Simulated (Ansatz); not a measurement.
# Br on Ag(111): change of the work function

Wanted: Δφ(θ) for Br/Ag(111), starting from the fcc site.

Calculated with Ansatz 0.2.0; plane-wave DFT, PBE, Ansatz PAW.

Report form: the programs' logs are mostly left out.

### Step 1. Starting point

The cell holds 4 atoms: 4 Ag. Cell: a = 2.892 Å, b = 2.892 Å, c = 25.084 Å, α = 90.0°, β = 90.0°, γ = 60.0°. Vacuum lies along c.

### Step 2. The clean slab

The bare slab comes first, as the zero from which every change is counted. The two lowest layers are held at bulk places and the upper ones relax. The dipole correction removes the false field that a one-sided slab makes across the periodic vacuum, so each face gets a flat vacuum level of its own.

input.yaml

```yaml
crystal:
  lattice:
    - [2.8920667351, 0.0, 0.0]
    - [1.4460333675, 2.504603262, 0.0]
    - [0.0, 0.0, 25.084087803]
  atoms:
    - { symbol: Ag, position: [0.0, 0.0, 0.3587931947] }
    - { symbol: Ag, position: [0.3333333333, 0.3333333333, 0.4529310649] }
    - { symbol: Ag, position: [0.6666666667, 0.6666666667, 0.5470689351] }
    - { symbol: Ag, position: [0.0, 0.0, 0.6412068053] }
kpoints:
  mp_grid: { grid: [12, 12, 1] }
hamiltonian:
  xc: pbe
scf:
  occupations: { method: fermi_dirac, width: 0.1 }
  convergence: { dr2_threshold: 1.0e-08 }
efield:
  axis: 3
  dipole_correction: true
  ramp_position: 0.97
  ramp_width: 0.06
relax:
  f_tol: 0.02
  max_steps: 60
  constraints: [{ sites: [0, 1] }]
output:
  write_potential: true
  write_density: true
  volumetric_format: npy
```

Command:

```
ansatz run input.yaml --threads 4 --pin off --max-ram 6144MiB --backend cpu --events-out ev --progress --plain --runs-dir out
```

Wall time 9.9 s (4 threads of Intel Xeon Platinum 8259CL at 2.50GHz (Skylake/Cascade Lake), shared host); peak memory 0.57 GiB.

Relaxation path:

| step | energy less that of the first step (eV) | largest force component (eV/Å) |
| --- | --- | --- |
| 1 | 0.0000 | 0.1394 |
| 2 | -0.0033 | 0.0588 |
| 3 | -0.0046 | 0.0035 |

Forces are held to the 6 operations that the run works with; a distortion that breaks them can't arise in this run.

The atoms that moved most (Å):

| atom | dx | dy | dz | length |
| --- | --- | --- | --- | --- |
| Ag4 | 0.000 | 0.000 | 0.077 | 0.077 |
| Ag3 | 0.000 | 0.000 | 0.027 | 0.027 |

Numbers from this step:

| Quantity | Value |
| --- | --- |
| energy at zero smearing | -30361.5275 eV |
| work function, upper face | 4.469 eV |
| dipole along the normal | -8.00e-4 e·Å |

Running mean over 2.361 Å of the planar mean; the ramp of the sawtooth is left out. The electron's electrostatic potential energy less the Fermi level by z:

| z (Å) | electron's electrostatic potential energy less the Fermi level (eV) |
| --- | --- |
| 4 | 4.45 |
| 5 | 4.44 |
| 6 | 4.38 |
| 7 | 3.48 |
| 8 | -2.25 |
| 9 | -5.85 |
| 10 | -6.03 |
| 11 | -6.05 |
| 12 | -5.92 |
| 13 | -5.89 |
| 14 | -5.97 |
| 15 | -5.68 |
| 16 | -5.86 |
| 17 | -3.28 |
| 18 | 2.97 |
| 19 | 4.36 |
| 20 | 4.46 |
| 21 | 4.47 |
| 22 | 4.47 |

The relaxation took 3 steps and lowered the energy by 0.0046 eV; the largest force on the free atoms ends at 0.0035 eV/Å.

The work function of the upper face is 4.47 eV.

### Step 3. The covered slab, k-mesh 6×6×1, coverage 0.25 ML

System of this step: Br/Ag(111). The cell holds 17 atoms: 16 Ag and 1 Br. Its edges and angles: a = 5.784 Å, b = 5.784 Å, c = 27.320 Å, α = 90.0°, β = 90.0°, γ = 60.0°. Vacuum lies along c.

The clean slab as it ended is repeated in the plane and the adsorbate is set on one face; the cell's size fixes the coverage, and the k-mesh shrinks with it to keep the sampling density about even. Adsorbate and upper layers relax, since the dipole depends on the height.

input.yaml

```yaml
crystal:
  lattice:
    - [5.7841334702, 1.0e-10, 0.0]
    - [2.892066735, 5.0092065241, 0.0]
    - [0.0, 0.0, 27.3204433298]
  atoms:
    - { symbol: Ag, position: [0.0, 0.0, 0.3294236441] }
    - { symbol: Ag, position: [0.1666666667, 0.1666666667, 0.4158557189] }
    - { symbol: Ag, position: [0.3333333333, 0.3333333333, 0.503287698] }
    - { symbol: Ag, position: [0.0, 0.0, 0.5915438876] }
    - { symbol: Ag, position: [0.0, 0.5, 0.3294236441] }
    - { symbol: Ag, position: [0.1666666667, 0.6666666667, 0.4158557189] }
    - { symbol: Ag, position: [0.3333333333, 0.8333333333, 0.503287698] }
    - { symbol: Ag, position: [0.0, 0.5, 0.5915438876] }
    - { symbol: Ag, position: [0.5, 0.0, 0.3294236441] }
    - { symbol: Ag, position: [0.6666666667, 0.1666666667, 0.4158557189] }
    - { symbol: Ag, position: [0.8333333333, 0.3333333333, 0.503287698] }
    - { symbol: Ag, position: [0.5, 0.0, 0.5915438876] }
    - { symbol: Ag, position: [0.5, 0.5, 0.3294236441] }
    - { symbol: Ag, position: [0.6666666667, 0.6666666667, 0.4158557189] }
    - { symbol: Ag, position: [0.8333333333, 0.8333333333, 0.503287698] }
    - { symbol: Ag, position: [0.5, 0.5, 0.5915438876] }
    - { symbol: Br, position: [0.1666666667, 0.1666666667, 0.6705763559] }
kpoints:
  mp_grid: { grid: [6, 6, 1] }
hamiltonian:
  xc: pbe
scf:
  occupations: { method: fermi_dirac, width: 0.1 }
  convergence: { dr2_threshold: 1.0e-08 }
efield:
  axis: 3
  dipole_correction: true
  ramp_position: 0.97
  ramp_width: 0.06
relax:
  f_tol: 0.02
  max_steps: 60
  constraints: [{ sites: [0, 1, 4, 5, 8, 9, 12, 13] }]
output:
  dos: { projected: true, e_range: [-8, 4] }
  write_potential: true
  write_density: true
  volumetric_format: npy
  elf: true
```

The job ended after 91 s (4 threads; peak memory 3.5 GiB; 5.9 min of CPU time).

This run has no spin polarisation although its electron count is odd.

Step by step:

| step | energy less that of the first step (eV) | largest force component (eV/Å) |
| --- | --- | --- |
| 1 | 0.0000 | 0.3411 |
| 2 | -0.0242 | 0.2449 |
| 3 | -0.0365 | 0.0215 |
| 4 | -0.0365 | 0.0037 |

Forces are held to the 6 operations that the run works with; a distortion that breaks them can't arise in this run.

The atoms that moved most (Å):

| atom | dx | dy | dz | length |
| --- | --- | --- | --- | --- |
| Ag16 | 0.000 | 0.000 | -0.088 | 0.088 |
| Ag15 | 0.000 | 0.000 | 0.071 | 0.071 |
| Br17 | 0.000 | 0.000 | 0.056 | 0.056 |
| Ag4 | -0.018 | -0.010 | 0.023 | 0.031 |
| Ag12 | 0.018 | -0.010 | 0.023 | 0.031 |
| Ag8 | 0.000 | 0.021 | 0.023 | 0.031 |
| Ag7 | 0.000 | 0.009 | -0.006 | 0.010 |
| Ag3 | -0.008 | -0.004 | -0.006 | 0.010 |

The relaxed structure:

```cif
data_structure
_symmetry_space_group_name_H-M 'P 1'
_symmetry_Int_Tables_number 1
_cell_length_a 5.7841
_cell_length_b 5.7841
_cell_length_c 27.3204
_cell_angle_alpha 90.000
_cell_angle_beta 90.000
_cell_angle_gamma 60.000
_cell_volume 791.58
loop_
_atom_site_label
_atom_site_type_symbol
_atom_site_fract_x
_atom_site_fract_y
_atom_site_fract_z
_atom_site_occupancy
Ag1 Ag 0.00000 0.00000 0.32942 1
Ag2 Ag 0.16667 0.16667 0.41586 1
Ag3 Ag 0.33246 0.33246 0.50308 1
Ag4 Ag 0.99794 0.99794 0.59237 1
Ag5 Ag 0.00000 0.50000 0.32942 1
Ag6 Ag 0.16667 0.66667 0.41586 1
Ag7 Ag 0.33246 0.83507 0.50308 1
Ag8 Ag 0.99794 0.50412 0.59237 1
Ag9 Ag 0.50000 0.00000 0.32942 1
Ag10 Ag 0.66667 0.16667 0.41586 1
Ag11 Ag 0.83507 0.33246 0.50308 1
Ag12 Ag 0.50412 0.99794 0.59237 1
Ag13 Ag 0.50000 0.50000 0.32942 1
Ag14 Ag 0.66667 0.66667 0.41586 1
Ag15 Ag 0.83333 0.83333 0.50588 1
Ag16 Ag 0.50000 0.50000 0.58832 1
Br17 Br 0.16667 0.16667 0.67262 1
```

This step gave:

```yaml
energy_at_zero_smearing: -124230.5326 eV
work_function_upper_face: 5.382 eV
work_function_lower_face: 4.488 eV
dipole_along_the_normal: -0.1432 e·Å
step_between_the_vacuum_levels: 0.8941 eV
```

Running mean over 2.361 Å of the planar mean; the ramp of the sawtooth is left out. The electron's electrostatic potential energy less the Fermi level by z:

| z (Å) | electron's electrostatic potential energy less the Fermi level (eV) |
| --- | --- |
| 3.5 | 4.49 |
| 4.0 | 4.49 |
| 4.5 | 4.49 |
| 5.0 | 4.48 |
| 5.5 | 4.47 |
| 6.0 | 4.42 |
| 6.5 | 4.23 |
| 7.0 | 3.53 |
| 7.5 | 1.25 |
| 8.0 | -2.19 |
| 8.5 | -4.87 |
| 9.0 | -5.78 |
| 9.5 | -5.94 |
| 10.0 | -5.97 |
| 10.5 | -6.00 |
| 11.0 | -6.01 |
| 11.5 | -5.98 |
| 12.0 | -5.82 |
| 12.5 | -5.70 |
| 13.0 | -5.76 |
| 13.5 | -5.91 |
| 14.0 | -5.93 |
| 14.5 | -5.80 |
| 15.0 | -5.74 |
| 15.5 | -5.82 |
| 16.0 | -5.90 |
| 16.5 | -5.58 |
| 17.0 | -4.19 |
| 17.5 | -1.81 |
| 18.0 | 0.494 |
| 18.5 | 1.69 |
| 19.0 | 2.39 |
| 19.5 | 3.56 |
| 20.0 | 4.74 |
| 20.5 | 5.25 |
| 21.0 | 5.35 |
| 21.5 | 5.38 |
| 22.0 | 5.38 |
| 22.5 | 5.38 |
| 23.0 | 5.38 |
| 23.5 | 5.38 |
| 24.0 | 5.38 |

The density of states has structure finer than the step of the table below, so its rows give means over 0.25 eV, whole bins alone (the curve runs from -8 to 1.98 eV). Peaks (eV: height): -5.650: 70.5, -5.260: 72.3, -4.990: 111, -4.540: 109, -3.250: 74.6, -3.040: 89.9, -2.890: 71.5.

Density of states against energy, zero at the Fermi level; means over each step:

| energy (eV) | density of states (states/eV a cell) |
| --- | --- |
| -7.50 | 0 |
| -7.25 | 0.540 |
| -7.00 | 1.10 |
| -6.75 | 1.30 |
| -6.50 | 1.74 |
| -6.25 | 4.56 |
| -6.00 | 25.7 |
| -5.75 | 49.1 |
| -5.50 | 44.2 |
| -5.25 | 49.1 |
| -5.00 | 47.1 |
| -4.75 | 44.9 |
| -4.50 | 71.9 |
| -4.25 | 52.4 |
| -4.00 | 52.8 |
| -3.75 | 46.1 |
| -3.50 | 59.7 |
| -3.25 | 55.8 |
| -3.00 | 59.5 |
| -2.75 | 19.9 |
| -2.50 | 6.90 |
| -2.25 | 6.60 |
| -2.00 | 8.82 |
| -1.75 | 4.91 |
| -1.50 | 3.87 |
| -1.25 | 3.36 |
| -1.00 | 3.08 |
| -0.75 | 5.08 |
| -0.50 | 4.59 |
| -0.25 | 6.03 |
| 0.00 | 4.76 |
| 0.25 | 1.54 |
| 0.50 | 6.28 |
| 0.75 | 5.84 |
| 1.00 | 5.08 |
| 1.25 | 3.48 |
| 1.50 | 5.25 |
| 1.75 | 6.20 |

Projected DOS per atom over height of the atomic layer and energy from the Fermi level. Layers: Ag4 Ag4 Ag4 Ag4 Br from below.

Ten even steps from '0' (0.00 states/eV) to '9' (3.92 states/eV), each cell a mean:
```
00000
00000
00000
00000
00000
00000
00001
00001
00005
00017
44432
98882
96792
96692
89992
55561
68760
26620
00000
00000
00000
00000
```
Columns: height of the atomic layer (Å) from 9 to 18.4; rows upwards: energy from the Fermi level (eV) from -7.96 to 1.95.

Electrostatic potential energy in the ca plane at fractional y = 0.167, with atoms of Ag and Br within 0.2 Å of it. With pseudopotentials it is smooth inside the atoms' cores, unlike the true potential.

Values in eV, 8 rows by 16 columns, each cell a mean:
```
 -5   4   3   4 -12  -1  -4  -8   5   6   8   8   8   8   8   8
  1  -4 -17   2  -1   3   2   0   6   8   8   8   8   8   8   8
  5 -17 -34  -2   5   6   5   5   7   8   8   8   8   8   8   8
  2  -5 -18   2   0   4   2   0   6   8   8   8   8   8   8   8
 -4   4   2   4 -11  -1  -3  -8   5   6   8   8   8   8   8   8
  2  -4 -17   2  -2   3   2   0  -4 -19   5   8   8   8   8   8
  5 -17 -34  -2   5   6   5   4 -17 -36  -2   8   8   8   8   8
  2  -6 -19   2   0   4   2   1  -5 -22   4   8   8   8   8   8
```
Columns run along c (16.0 Å, from fractional 0.34 to 0.93 of the cell; values clipped at the 3rd and 97th percentile), rows up along a (5.8 Å). Atoms in or near the plane, at fractional coordinates: Ag at (0.42, 0.17), Ag at (0.42, 0.67), Br at (0.67, 0.17).

Valence density in the ca plane at fractional y = 0.167, with atoms of Ag and Br within 0.2 Å of it. It is the smooth field of the valence electrons, not physical close to the nuclei.

Ten steps, logarithmic in the rise over the least value, from '0' (0 e/Å³) to '9' (18 e/Å³), each cell a mean:
```
42111121111344311234421111110000000000000000
42111121111344311234321000000000000000000000
22112443211233211123210000000000000000000000
11125787421111111111110000000000000000000000
11136998521111100111100000000000000000000000
11136898521111110111110000000000000000000000
21124665311122111122210000000000000000000000
32112232111233211234321000000000000000000000
42111111112344311234421111100000000000000000
32112232111343211233321122211000000000000000
21124665311222111112212334431000000000000000
11136898521111100111112333342100000000000000
11136998521111100011112332342100000000000000
11125787421111110111112344432000000000000000
32112443211233211123211233321000000000000000
```
Columns run along c (16.0 Å, from fractional 0.34 to 0.93 of the cell), rows up along a (5.8 Å). Atoms in or near the plane, at fractional coordinates: Ag at (0.42, 0.17), Ag at (0.42, 0.67), Br at (0.67, 0.17).

ELF in the ca plane at fractional y = 0.167, with atoms of Ag and Br within 0.2 Å of it. It is the smooth field of the valence electrons, not physical close to the nuclei.

Values, 8 rows by 16 columns, each cell a mean:
```
0.25 0.16 0.17 0.17 0.33 0.20 0.23 0.29 0.25 0.61 0.39 0.06 0.00 0.00 0.00 0.00
0.19 0.25 0.40 0.18 0.21 0.17 0.18 0.21 0.09 0.10 0.07 0.01 0.00 0.00 0.00 0.00
0.19 0.40 0.70 0.24 0.18 0.16 0.17 0.18 0.08 0.01 0.00 0.00 0.00 0.00 0.00 0.00
0.19 0.26 0.42 0.19 0.20 0.17 0.18 0.21 0.09 0.08 0.06 0.01 0.00 0.00 0.00 0.00
0.25 0.16 0.17 0.17 0.33 0.20 0.23 0.29 0.23 0.58 0.37 0.06 0.00 0.00 0.00 0.00
0.19 0.25 0.40 0.18 0.22 0.17 0.17 0.18 0.60 0.77 0.68 0.15 0.01 0.00 0.00 0.00
0.19 0.40 0.69 0.23 0.19 0.16 0.14 0.18 0.61 0.21 0.77 0.20 0.01 0.00 0.00 0.00
0.19 0.26 0.43 0.19 0.21 0.17 0.17 0.18 0.62 0.74 0.69 0.15 0.01 0.00 0.00 0.00
```
Columns run along c (16.0 Å, from fractional 0.34 to 0.93 of the cell), rows up along a (5.8 Å). Atoms in or near the plane, at fractional coordinates: Ag at (0.42, 0.17), Ag at (0.42, 0.67), Br at (0.67, 0.17).

The relaxation took 4 steps and lowered the energy by 0.037 eV; the largest force on the free atoms ends at 0.0037 eV/Å.

By hand: a sheet of dipoles makes a step −p/(ε₀A) in the electron's potential. With e/ε₀ = 180.95 V·Å, p = -0.1432 e·Å and A = 28.97 Å², that is −180.95 × (-0.1432) / 28.97 = +0.894 eV, and the two vacuum levels of the run differ by +0.894 eV.

The covered face has 5.38 eV, +0.91 eV against the clean one; the bare back face has moved by +0.04 eV, a measure of how thin the slab is.

### Step 4. The covered slab, k-mesh 12×12×1, coverage 1 ML

System of this step: Br/Ag(111). The cell holds 5 atoms: 4 Ag and 1 Br. Cell: a = 2.892 Å, b = 2.892 Å, c = 27.320 Å, α = 90.0°, β = 90.0°, γ = 60.0°. Vacuum lies along c.

Another coverage, to see how the dipoles act on each other as their distance changes.

input.yaml, the sections that differ from step 3:

```yaml
crystal:
  lattice:
    - [2.8920667351, 0.0, 0.0]
    - [1.4460333675, 2.504603262, 0.0]
    - [0.0, 0.0, 27.3204433298]
  atoms:
    - { symbol: Ag, position: [0.0, 0.0, 0.3294236441] }
    - { symbol: Ag, position: [0.3333333333, 0.3333333333, 0.4158557189] }
    - { symbol: Ag, position: [0.6666666667, 0.6666666667, 0.503287698] }
    - { symbol: Ag, position: [0.0, 0.0, 0.5915438876] }
    - { symbol: Br, position: [0.3333333333, 0.3333333333, 0.6705763559] }
kpoints:
  mp_grid: { grid: [12, 12, 1] }
relax:
  f_tol: 0.02
  max_steps: 60
  constraints: [{ sites: [0, 1] }]
output:
  write_potential: true
  write_density: true
  volumetric_format: npy
# hamiltonian, scf, efield: as in step 3
```

It took 19 s on 4 threads; peak memory 0.62 GiB.

Step by step:

| step | energy less that of the first step (eV) | largest force component (eV/Å) |
| --- | --- | --- |
| 1 | 0.0000 | 1.4007 |
| 2 | -0.2292 | 0.3533 |
| 3 | -0.2701 | 0.1143 |
| 4 | -0.2787 | 0.0266 |
| 5 | -0.2792 | 0.0023 |

The run keeps the 6 symmetry operations that it works with, so distortions that break them were not tested.

The atoms that moved most (Å):

| atom | dx | dy | dz | length |
| --- | --- | --- | --- | --- |
| Br5 | 0.000 | 0.000 | 0.555 | 0.555 |
| Ag4 | 0.000 | 0.000 | -0.013 | 0.013 |
| Ag3 | 0.000 | 0.000 | 0.011 | 0.011 |

Final coordinates:

```xyz
5
Lattice="2.8921 0.0000 0.0000 1.4460 2.5046 0.0000 0.0000 0.0000 27.3204" Properties=species:S:1:pos:R:3
Ag    0.0000    0.0000    9.0000
Ag    1.4460    0.8349   11.3614
Ag    2.8921    1.6697   13.7614
Ag    0.0000    0.0000   16.1478
Br    1.4460    0.8349   18.8757
```

This step gave:

* energy at zero smearing: -33144.4028 eV
* work function, upper face: 5.346 eV
* work function, lower face: 4.529 eV
* dipole along the normal: -0.03270 e·Å
* step between the vacuum levels: 0.8169 eV

Running mean over 2.361 Å of the planar mean; the ramp of the sawtooth is left out. The electron's electrostatic potential energy less the Fermi level by z:

| z (Å) | electron's electrostatic potential energy less the Fermi level (eV) |
| --- | --- |
| 3.5 | 4.53 |
| 4.0 | 4.53 |
| 4.5 | 4.53 |
| 5.0 | 4.52 |
| 5.5 | 4.51 |
| 6.0 | 4.46 |
| 6.5 | 4.27 |
| 7.0 | 3.56 |
| 7.5 | 1.28 |
| 8.0 | -2.16 |
| 8.5 | -4.84 |
| 9.0 | -5.75 |
| 9.5 | -5.91 |
| 10.0 | -5.95 |
| 10.5 | -5.97 |
| 11.0 | -5.99 |
| 11.5 | -5.95 |
| 12.0 | -5.80 |
| 12.5 | -5.70 |
| 13.0 | -5.76 |
| 13.5 | -5.91 |
| 14.0 | -5.93 |
| 14.5 | -5.83 |
| 15.0 | -5.79 |
| 15.5 | -5.88 |
| 16.0 | -5.95 |
| 16.5 | -5.55 |
| 17.0 | -4.15 |
| 17.5 | -3.98 |
| 18.0 | -5.88 |
| 18.5 | -7.41 |
| 19.0 | -7.38 |
| 19.5 | -6.01 |
| 20.0 | -1.78 |
| 20.5 | 2.86 |
| 21.0 | 4.85 |
| 21.5 | 5.25 |
| 22.0 | 5.33 |
| 22.5 | 5.34 |
| 23.0 | 5.35 |
| 23.5 | 5.35 |
| 24.0 | 5.35 |

The relaxation took 5 steps and lowered the energy by 0.28 eV; the largest force on the free atoms ends at 0.0023 eV/Å.

The covered face has 5.35 eV, +0.88 eV against the clean one; the bare back face has moved by +0.08 eV, a measure of how thin the slab is.

### Step 5. Work function against coverage

This step: plane-wave DFT, PBE, Ansatz PAW; work function against coverage (Ansatz 0.2.0).

The runs are now put side by side.

This step gave:

```
work function of the clean face     : 4.469 eV
largest change of the work function : 0.9123 eV
```

Work function of the covered face against coverage:

| coverage (adsorbates/nm²) | work function of the covered face (eV) |
| --- | --- |
| 0.00 | 4.47 |
| 3.45 | 5.38 |
| 13.81 | 5.35 |

The dipole per adsorbate comes from the change of the cell's dipole. Coverage, by row:

| coverage (1/nm²) | coverage (ML) | work function (eV) | change (eV) | dipole per adsorbate, positive end outwards (debye) | mean height of the added atoms over the highest substrate atom (Å) |
| --- | --- | --- | --- | --- | --- |
| 3.451 | 0.25 | 5.382 | 0.9123 | -0.672 | 2.192 |
| 13.81 | 1 | 5.346 | 0.8767 | -0.153 | 2.728 |

### Step 6. What came out

```yaml
work_function_of_the_clean_face: 4.47 eV
work_function_at_0p25_ml: 5.38 eV
work_function_at_1_ml: 5.35 eV
dipole_per_adsorbate_at_0p25_ml_positive_end_outwards: -0.67 D
```

Br raises the work function of Ag(111) at the lowest coverage, by 0.91 eV: the adsorbate layer has its negative end outwards. At the highest coverage the adsorbates are pressed to about 2.9 Å, closer than unbonded atoms of this kind usually come, so a real layer may not reach it. The slab has 4 layers, at the tabulated experimental lattice constant, one starting site was run, and quantum-size effects of a slab this thin can reach one or two tenths of an eV.

[Logs are printed without paths, hosts, clocks, repeated set-up lines and the standing remarks that a program may print on its own settings, such as how far it seeks lower states.]

[Hosts, paths, dates, database ids (printed as entryN), source tags and the programs' standing remarks are cut or masked in the printed files.]

[Maps of the electrostatic potential energy from Ansatz leave out the sawtooth potential of an applied field or a dipole correction, so their vacuum need not be flat; planar profiles and work functions include it.]

[The density of states shown here was stored with 400 of the rows of the run's finer table, so its peaks can read low, often by over a quarter, or be missed, and its means over a window can be off by a tenth or more.]
